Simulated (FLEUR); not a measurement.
# Fe: which magnetic order is lowest

A self-consistent run ends on one state, which hangs on the start. Several orders of Fe are started in FLEUR and their energies compared.

Program: FLEUR MaX-R8.1. Level of theory: PBE; all-electron FLAPW, Dirac cores, scalar-relativistic bands. Results are calculated unless marked as measured.

The database entry behind the starting cell differs from later determinations by our own check (an axis about 0.7 % long against later determinations), so it need not match the best structure at ambient conditions.

## 1. The structure

It takes space group Im-3m (No. 229, cubic). Conventional cell: a = 2.886 Å, b = 2.886 Å, c = 2.886 Å, α = 90.00°, β = 90.00°, γ = 90.00°. Nearest to Fe lie 8 Fe at 2.50 Å.

## 2. Start 1: ferro +

The parallel start is the test of whether parallel moments hold.

inpgen writes inp.xml from crystal.txt; cutoffs, mixing, functional, smearing and local orbitals are then set in the file. The k list default-1 (kpts.xml, not shown) is a Γ-centred 18×18×18 mesh; where the ranks do not divide the number of points, some are split in two of half the weight.

File inp.xml:

```
<?xml version="1.0" encoding="UTF-8" standalone="no"?>
<fleurInput fleurInputVersion="0.39">
   <comment>
      Fe
   </comment>
   <calculationSetup>
      <cutoffs Kmax="3.6" Gmax="10.8" GmaxXC="10.8" numbands="0"/>
      <scfLoop itmax="90" minDistance="0.00002" maxIterBroyd="15" imix="Anderson" alpha="0.05" precondParam="0.0" spinf="2.0" sdNocoIR="T"/>
      <coreElectrons ctail="T" frcor="F" kcrel="1" coretail_lmax="0"/>
      <xcFunctional name="pbe" relativisticCorrections="F"/>
      <magnetism jspins="2"/>
      <soc l_soc="F" theta="0.0" phi="0.0" spav="F"/>
      <expertModes spex="0" secvar="F"/>
      <geometryOptimization l_f="F" forcealpha="1.0" forcemix="BFGS" epsdisp="0.00001" epsforce="0.00001"/>
      <ldaU l_linMix="F" mixParam="0.05" spinf="1.0"/>
   </calculationSetup>
   <cell>
      <bzIntegration valenceElectrons="16.0" mode="hist" fermiSmearingEnergy="0.00183747">
         <kPointListSelection listName="default-1"/>
         <xi:include xmlns:xi="http://www.w3.org/2001/XInclude" href="kpts.xml"> </xi:include>
      </bzIntegration>
      <xi:include xmlns:xi="http://www.w3.org/2001/XInclude" href="sym.xml"> </xi:include>
      <bulkLattice scale="1.0">
         <bravaisMatrix>
            <row-1>   -2.7268747977977998     2.7268747977977998     2.7268747977977998</row-1>
            <row-2>    2.7268747977977998    -2.7268747977977998     2.7268747977977998</row-2>
            <row-3>    2.7268747977977998     2.7268747977977998    -2.7268747977977998</row-3>
         </bravaisMatrix>
      </bulkLattice>
   </cell>
   <atomSpecies>
      <species name="Iron (Fe) 2.800" element="Fe" atomicNumber="26">
         <mtSphere radius="2.3" gridPoints="761" logIncrement="0.016"/>
         <atomicCutoffs lmax="8" lnonsphr="6"/>
         <electronConfig flipSpins="F">
            <coreConfig>(1s1/2) (2s1/2) (2p1/2) (2p3/2)</coreConfig>
            <valenceConfig>(3s1/2) (3p1/2) (3p3/2) (4s1/2) (3d3/2) (3d5/2)</valenceConfig>
            <stateOccupation state="(3d3/2)" spinUp="1.4" spinDown="1.0"/>
            <stateOccupation state="(3d5/2)" spinUp="3.0" spinDown="0.6"/>
         </electronConfig>
         <energyParameters s="4" p="4" d="3" f="4"/>
         <lo type="SCLO" l="0" n="3" eDeriv="0"/>
         <lo type="SCLO" l="1" n="3" eDeriv="0"/>
      </species>
   </atomSpecies>
   <atomGroups>
      <atomGroup species="Iron (Fe) 2.800">
         <relPos label="                   1">.0000000000 .0000000000 .0000000000</relPos>
         <force calculate="T" relaxXYZ="TTT"/>
      </atomGroup>
   </atomGroups>
   <output dos="F" band="F" slice="F">
      <bandDOS minEnergy="-.5*Htr" maxEnergy="0.5*Htr" sigma="0.015" storeEVData="T"/>
      <plotting iplot="0" polar="F">
         <plot TwoD="T" vec1="  1.0  0.0  0.0" vec2="  0.0  1.0  0.0" vec3="  0.0  0.0  1.0" zero="  0.0  0.0  0.0" file="plot"/>
      </plotting>
      <moessbauerParams electricFieldGradient="F" isomerShift="T" coreHyperfine="T" valenceHyperfine="T"/>
   </output>
</fleurInput>
```

File crystal.txt:

```
Fe
&input film=F cartesian=F /
-1.44300000000  1.44300000000  1.44300000000
1.44300000000  -1.44300000000  1.44300000000
1.44300000000  1.44300000000  -1.44300000000
1.8897261246
1.0 1.0 1.0

1
26 0.00000000000  0.00000000000  0.00000000000 : 2.800

&kpt div1=18 div2=18 div3=18 gamma=T /
```

Launch:

```bash
OMP_NUM_THREADS=1 inpgen -f crystal.txt > inpgen.log  # inp.xml is then edited as shown
OMP_NUM_THREADS=1 mpirun -n 4 fleur_MPI > fleur.log
```

Log:

```text
Welcome to FLEUR        (www.flapw.de)
      MaX-Release 8.1          (www.max-centre.eu)

 ========== k-point set info ==========
 Selected k-point list: default-1
 k-point list type: mesh
 0 x 0 x 0
 Number of k points: 196

 ------------Calculation Setup---------------------------
 Number of MPI-tasks      :            4
 Number of PE/node        :            4
 Number of OMP-threads    :            1
 k-points in parallel     :            4
 pe's per k-point         :            1
 No of k-point loops      :           49
 Eigenvalue solver        :       lapack
 Number of basis functions:           76
 Approximate size of matrices (H+S) per k-point:         0.000 GB
 --------------------------------------------------------
 [... lines of the core solver left out ...]
 Iteration:     1   Distance:      11.19389877 me/bohr^3
 [... lines of the core solver left out ...]
 Iteration:     2   Distance:       9.23548059 me/bohr^3
 [... lines of the core solver left out ...]
 Iteration:     3   Distance:       6.05992599 me/bohr^3
 [... lines of the core solver left out ...]
 Iteration:     4   Distance:       4.36286948 me/bohr^3
 [... lines of the core solver left out ...]
 Iteration:     5   Distance:       2.15429404 me/bohr^3
 [... lines of the core solver left out ...]
 Iteration:     6   Distance:       1.99262323 me/bohr^3
 [... lines of the core solver left out ...]
 Iteration:     7   Distance:       1.49106619 me/bohr^3
 [... lines of the core solver left out ...]
 Iteration:     8   Distance:       0.95258665 me/bohr^3
 [... lines of the core solver left out ...]
 Iteration:     9   Distance:       0.81490778 me/bohr^3
 [... lines of the core solver left out ...]
 Iteration:    10   Distance:       0.18773053 me/bohr^3
 [... lines of the core solver left out ...]
 Iteration:    11   Distance:       0.08214211 me/bohr^3
 [... lines of the core solver left out ...]
 Iteration:    12   Distance:       0.06074537 me/bohr^3
 [... lines of the core solver left out ...]
 Iteration:    13   Distance:       0.00358300 me/bohr^3
 [... lines of the core solver left out ...]
[... rest left out ...]

--- out.xml (last complete iteration) ---
<iteration numberForCurrentRun="   19" overallNumber="   19">
         <energyParameters units="Htr">
            <atomicEP atomType="1" spin="1" branch="4s" branchLowest="-2.89" branchHighest="1.85" value="0.1999900326"/>
            <atomicEP atomType="1" spin="1" branch="4p" branchLowest="-1.63" branchHighest="2.43" value="0.3330606362"/>
            <atomicEP atomType="1" spin="1" branch="3d" branchLowest="-9.99" branchHighest="0.39" value="0.2589170346"/>
            <atomicEP atomType="1" spin="1" branch="4f" branchLowest="-9.99" branchHighest="3.49" value="0.6464767528"/>
            <loAtomicEP atomType="1" spin="1" branch="3s" branchLowest="-29.54" branchHighest="-2.89" value="-2.8997719474"/>
            <loAtomicEP atomType="1" spin="1" branch="3p" branchLowest="-25.07" branchHighest="-1.63" value="-1.6521553799"/>
            <atomicEP atomType="1" spin="2" branch="4s" branchLowest="-2.79" branchHighest="1.92" value="0.1947349065"/>
            <atomicEP atomType="1" spin="2" branch="4p" branchLowest="-1.53" branchHighest="2.49" value="0.3214279716"/>
            <atomicEP atomType="1" spin="2" branch="3d" branchLowest="-9.99" branchHighest="0.48" value="0.3275607311"/>
            <atomicEP atomType="1" spin="2" branch="4f" branchLowest="-9.99" branchHighest="3.56" value="0.6300681457"/>
            <loAtomicEP atomType="1" spin="2" branch="3s" branchLowest="-29.49" branchHighest="-2.79" value="-2.7995858343"/>
            <loAtomicEP atomType="1" spin="2" branch="3p" branchLowest="-25.04" branchHighest="-1.53" value="-1.5545162581"/>
         </energyParameters>
         <bandgap value="0.0220890369" units="eV"/>
         <sumValenceSingleParticleEnergies value="-13.2662358352" units="Htr"/>
         <FermiEnergy value="0.3332886801" units="Htr"/>
         <valenceDensity>
            <mtCharges spin="1">
               <mtCharge atomType="1" total="8.5926013" s="1.1887934" p="3.1620185" d="4.2241476" f="0.0133188"/>
            </mtCharges>
            <mtCharges spin="2">
               <mtCharge atomType="1" total="6.2726759" s="1.1965456" p="3.2048240" d="1.8589442" f="0.0099077"/>
            </mtCharges>
            <spinDependentCharge spin="1" total="9.1274113" interstitial="0.5348101" mtSpheres="8.5926013"/>
            <spinDependentCharge spin="2" total="6.8725887" interstitial="0.5999127" mtSpheres="6.2726759"/>
            <totalCharge value="16.0000000000"/>
         </valenceDensity>
         <allElectronCharges>
            <spinDependentCharge spin="1" total="14.1274162" interstitial="0.5348101" mtSpheres="13.5926061"/>
            <spinDependentCharge spin="2" total="11.8725838" interstitial="0.5999127" mtSpheres="11.2726711"/>
            <totalCharge value="26.0000000001"/>
         </allElectronCharges>
         <magneticMomentsInMTSpheres units="muBohr">
            <globalMagMoment atomType="1" vec="0.00000   0.00000   2.31993"/>
            <localMagMoment atomType="1" vec="0.00000   0.00000   2.31993"/>
         </magneticMomentsInMTSpheres>
         <moessbauerParams unitsHFF="kG" unitsIS="e/bohr^3" unitsEFG="Htr/bohr^2">
            <coreHyperfineField atomType="1" hffTotal="-580.20305" isTotal="14961.91001">
               <shell n="1" l="0" hff="-4.24206" isomerShift="13671.93447"/>
               <shell n="2" l="0" hff="-577.59300" isomerShift="1282.95522"/>
               <shell n="2" l="1" hff="1.63201" isomerShift="7.02033"/>
            </coreHyperfineField>
            <isomerShift atomType="1" nucleusRadius="0.0000903" averageDensity="15153.96674"/>
         </moessbauerParams>
         <totalEnergy value="    -1272.8024614644" units="Htr">
            <sumOfEigenvalues value="     -735.7724239731">
               <coreElectrons value="-722.5061881379"/>
               <valenceElectrons value="-13.2662358352"/>
            </sumOfEigenvalues>
            <densityCoulombPotentialIntegral value="-1953.3550401113"/>
            <densityEffectivePotentialIntegral value="-2025.9585789998"/>
            <chargeDenXCDenIntegral value="-55.9341397145"/>
            <FockExchangeEnergyValence value="0.0000000000"/>
            <FockExchangeEnergyCore value="0.0000000000"/>
            <atomTypeDependentContributions atomType="1">
               <electronNucleiInteractionDifferentMTs value="1519.8232044815"/>
               <MadelungTerm value="-10.5537522395"/>
            </atomTypeDependentContributions>
            <tkbTimesEntropy value="0.0003177726"/>
            <freeEnergy value="-1272.8027792370"/>
            <extrapolationTo0K value="-1272.8026203507"/>
         </totalEnergy>
         <densityConvergence units="me/bohr^3">
            <chargeDensity spin="1" distance="0.0000034031"/>
            <chargeDensity spin="2" distance="0.0000044490"/>
            <overallChargeDensity distance="0.0000045685"/>
            <spinDensity distance="0.0000064713"/>
         </densityConvergence>
      </iteration>
```

Run time: 9.5 s. Hardware: 4 MPI ranks of Arm Neoverse V1, shared host; peak memory 0.17 GiB; 38 s of CPU time.

Numbers from this step:

* free energy: -34634.7280 eV
* program's band gap on this mesh (in a metal only a level spacing): 0.02209 eV
* magnetization: 2.255 μB
* final state: ferromagnetic
* largest moment: 2.320 μB

After 19 cycles the largest moment stands at 2.32 μB.

## 3. Start 2: antiferro q=(0,0,1/2) +-

Reversing part of the moments tests the sign of the couplings between them.

This order needs a doubled cell of 2 atoms. The mesh is halved along the doubled vector, so that both cells sample the same points. The k list default-1 (kpts.xml, not shown) is a Γ-centred 18×18×9 mesh.

inp.xml: that of step 2 with these lines changed.

```diff
@@ -17,3 +17,3 @@
    <cell>
-      <bzIntegration valenceElectrons="16.0" mode="hist" fermiSmearingEnergy="0.00183747">
+      <bzIntegration valenceElectrons="32.0" mode="hist" fermiSmearingEnergy="0.00183747">
          <kPointListSelection listName="default-1"/>
@@ -26,3 +26,3 @@
             <row-2>    2.7268747977977998    -2.7268747977977998     2.7268747977977998</row-2>
-            <row-3>    2.7268747977977998     2.7268747977977998    -2.7268747977977998</row-3>
+            <row-3>    5.4537495955955997     5.4537495955955997    -5.4537495955955997</row-3>
          </bravaisMatrix>
@@ -44,2 +44,15 @@
       </species>
+      <species name="Iron (Fe) -2.800" element="Fe" atomicNumber="26">
+         <mtSphere radius="2.3" gridPoints="761" logIncrement="0.016"/>
+         <atomicCutoffs lmax="8" lnonsphr="6"/>
+         <electronConfig flipSpins="F">
+            <coreConfig>(1s1/2) (2s1/2) (2p1/2) (2p3/2)</coreConfig>
+            <valenceConfig>(3s1/2) (3p1/2) (3p3/2) (4s1/2) (3d3/2) (3d5/2)</valenceConfig>
+            <stateOccupation state="(3d3/2)" spinUp="1.0" spinDown="1.4"/>
+            <stateOccupation state="(3d5/2)" spinUp="0.6" spinDown="3.0"/>
+         </electronConfig>
+         <energyParameters s="4" p="4" d="3" f="4"/>
+         <lo type="SCLO" l="0" n="3" eDeriv="0"/>
+         <lo type="SCLO" l="1" n="3" eDeriv="0"/>
+      </species>
    </atomSpecies>
@@ -48,2 +61,6 @@
          <relPos label="                   1">.0000000000 .0000000000 .0000000000</relPos>
+         <force calculate="T" relaxXYZ="TTT"/>
+      </atomGroup>
+      <atomGroup species="Iron (Fe) -2.800">
+         <relPos label="                   2">.0000000000 .0000000000 1.000/2.000</relPos>
          <force calculate="T" relaxXYZ="TTT"/>
```

File crystal.txt:

```
Fe
&input film=F cartesian=F /
-1.44300000000  1.44300000000  1.44300000000
1.44300000000  -1.44300000000  1.44300000000
2.88600000000  2.88600000000  -2.88600000000
1.8897261246
1.0 1.0 1.0

2
26 0.00000000000  0.00000000000  0.00000000000 : 2.800
26 0.00000000000  0.00000000000  0.50000000000 : -2.800

&kpt div1=18 div2=18 div3=9 gamma=T /
```

Log:

```text
[banner, memory and clock lines left out]
Welcome to FLEUR        (www.flapw.de)
      MaX-Release 8.1          (www.max-centre.eu)

 ========== k-point set info ==========
 Selected k-point list: default-1
 k-point list type: mesh
 0 x 0 x 0
 Number of k points: 776

 ------------Calculation Setup---------------------------
 Number of PE/node        :            4
 Number of OMP-threads    :            1
 k-points in parallel     :            4
 pe's per k-point         :            1
 No of k-point loops      :          194
 Eigenvalue solver        :       lapack
 Number of basis functions:          148
 Approximate size of matrices (H+S) per k-point:         0.000 GB
 [... lines of the core solver left out ...]
 Iteration:     1   Distance:      14.36676926 me/bohr^3
 [... lines of the core solver left out ...]
 Iteration:     2   Distance:      12.19976636 me/bohr^3
 [... lines of the core solver left out ...]
 Iteration:     3   Distance:       8.25186380 me/bohr^3
 [... lines of the core solver left out ...]
 Iteration:     4   Distance:       7.49391016 me/bohr^3
 [... lines of the core solver left out ...]
 Iteration:     5   Distance:       4.77781356 me/bohr^3
 [... lines of the core solver left out ...]
 Iteration:     6   Distance:       4.90129777 me/bohr^3
 [... lines of the core solver left out ...]
 Iteration:     7   Distance:       2.38602374 me/bohr^3
 [... lines of the core solver left out ...]
[... rest left out ...]

--- out.xml (last complete iteration) ---
<iteration numberForCurrentRun="   26" overallNumber="   26">
         [... left out ...]
         <bandgap value="0.0000000317" units="eV"/>
         <sumValenceSingleParticleEnergies value="-26.6144432961" units="Htr"/>
         <FermiEnergy value="0.3464024483" units="Htr"/>
         <valenceDensity>
            <mtCharges spin="1">
               <mtCharge atomType="1" total="8.5063194" s="1.2038645" p="3.2030938" d="4.0840893" f="0.0119549"/>
               <mtCharge atomType="2" total="6.3549493" s="1.1879997" p="3.1788862" d="1.9723139" f="0.0121853"/>
            </mtCharges>
            <mtCharges spin="2">
               <mtCharge atomType="1" total="6.3549493" s="1.1879997" p="3.1788862" d="1.9723139" f="0.0121853"/>
               <mtCharge atomType="2" total="8.5063194" s="1.2038645" p="3.2030938" d="4.0840893" f="0.0119549"/>
            </mtCharges>
            <spinDependentCharge spin="1" total="16.0000000" interstitial="1.1387313" mtSpheres="14.8612687"/>
            <spinDependentCharge spin="2" total="16.0000000" interstitial="1.1387313" mtSpheres="14.8612687"/>
            <totalCharge value="32.0000000000"/>
         </valenceDensity>
         [... left out ...]
         <magneticMomentsInMTSpheres units="muBohr">
            <globalMagMoment atomType="1" vec="0.00000   0.00000   2.15138"/>
            <localMagMoment atomType="1" vec="0.00000   0.00000   2.15138"/>
            <globalMagMoment atomType="2" vec="0.00000   0.00000  -2.15138"/>
            <localMagMoment atomType="2" vec="0.00000   0.00000  -2.15138"/>
         </magneticMomentsInMTSpheres>
         [... left out ...]
         <totalEnergy value="    -2545.5886024617" units="Htr">
            <sumOfEigenvalues value="    -1471.7482612455">
               <coreElectrons value="-1445.1338179495"/>
               <valenceElectrons value="-26.6144432961"/>
            </sumOfEigenvalues>
            <densityCoulombPotentialIntegral value="-3906.9348052694"/>
            <densityEffectivePotentialIntegral value="-4052.0954686283"/>
            <chargeDenXCDenIntegral value="-111.8338465080"/>
            <FockExchangeEnergyValence value="0.0000000000"/>
            <FockExchangeEnergyCore value="0.0000000000"/>
         [... left out ...]
            <tkbTimesEntropy value="0.0009687252"/>
            <freeEnergy value="-2545.5895711869"/>
            <extrapolationTo0K value="-2545.5890868243"/>
         </totalEnergy>
         <densityConvergence units="me/bohr^3">
            <chargeDensity spin="1" distance="0.0000068523"/>
            <chargeDensity spin="2" distance="0.0000068751"/>
            <overallChargeDensity distance="0.0000109813"/>
            <spinDensity distance="0.0000082372"/>
         </densityConvergence>
      </iteration>
```

The job ended after 2.1 min (4 MPI ranks; peak memory 0.28 GiB).

Numbers from this step:

```yaml
free_energy: -69269.0210 eV
program_s_band_gap_on_this_mesh_in_a_metal_only_a_level_spacing: 3.17e-8 eV
magnetization: 0 μB
final_state: antiferromagnetic
largest_moment: 2.151 μB
```

It lies 218 meV a seeded atom over the first start, and its largest moment is 2.15 μB against 2.32 μB.

(Part 1 of 2 ends here.)

[Logs and program files are shortened in this print: banners, set-up blocks, solver, clock and traceback lines can be left out without a mark of their own.]

[Logs are printed without paths, hosts, clocks, repeated set-up lines and the standing remarks that a program may print on its own settings, such as how far it seeks lower states.]

[Hosts, paths, dates, database ids (printed as entryN), source tags and the programs' standing remarks are cut or masked in the printed files.]

[Where a cell is said to come from a database of computed structures, the database is the Materials Project.]
